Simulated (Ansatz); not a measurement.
Two G0W0 runs on Te (P3_121).

The structure is trigonal, space group P3_121 (No. 152). Conventional cell: a = 4.457 Å, b = 4.457 Å, c = 5.929 Å, α = 90.00°, β = 90.00°, γ = 120.00°. Nearest to Te lie 2 Te at 2.84 Å.

```yaml
crystal:
  lattice:
    - [4.45720, 0.00000, 0.00000]
    - [-2.22860, 3.86005, 0.00000]
    - [0.00000, 0.00000, 5.92900]
  atoms:
    - { symbol: Te, position: [0.26330, 0.00000, 0.33333] }
    - { symbol: Te, position: [0.00000, 0.26330, 0.66667] }
    - { symbol: Te, position: [0.73670, 0.73670, 0.00000] }
```

The cell and positions come from the Crystallography Open Database and are kept as given unless a step says otherwise. Spin-orbit coupling is left out unless a run names it.

The first (Ansatz 0.2.0; start PBE, 6×6×4 mesh, 231 empty bands, screening to 100 eV, PAW set soft_1 files; 1 × NVIDIA H100 80GB HBM3 (shared by 6 runs) with 2 threads of AMD EPYC 7R13 (Zen 3), shared host) gave, on its mesh: starting gap 0.18 eV, G0W0 gap 0.42 eV, RPA ε∞ (mean) 238.65, 22 s.

The second gave: starting gap 0.18 eV, G0W0 gap 0.34 eV, RPA ε∞ (mean) 238.81, 12 s.

Question: What was changed in the input? Choose among start, files, mesh, bands and cutoff, frequency model or another key.

Changed: empty bands from 231 to 81 and screening cutoff (eV) from 100 to 50. The starting gap stayed, which rules out the functional and points to the GW step. Other changes could give like numbers; this is the one that was made.

Limits: not at the basis limit; model gap, bands may invert with spin-orbit coupling; screening runs away on this mesh; no spin-orbit coupling; coarse k mesh.

[Paths, hosts, dates, memory and timing lines, banners, echoed tables and standing remarks are left out of the program output.]

[Logs are printed without paths, hosts, clocks, repeated set-up lines and the standing remarks that a program may print on its own settings, such as how far it seeks lower states.]

[Runs of the session that timed out or met a known fault of the program may be left out.]

[Cells called generated may have been cut or substituted from an entry of the Crystallography Open Database or the Materials Project.]

[Hosts, paths, dates, database ids (printed as entryN), source tags and the programs' standing remarks are cut or masked in the printed files.]
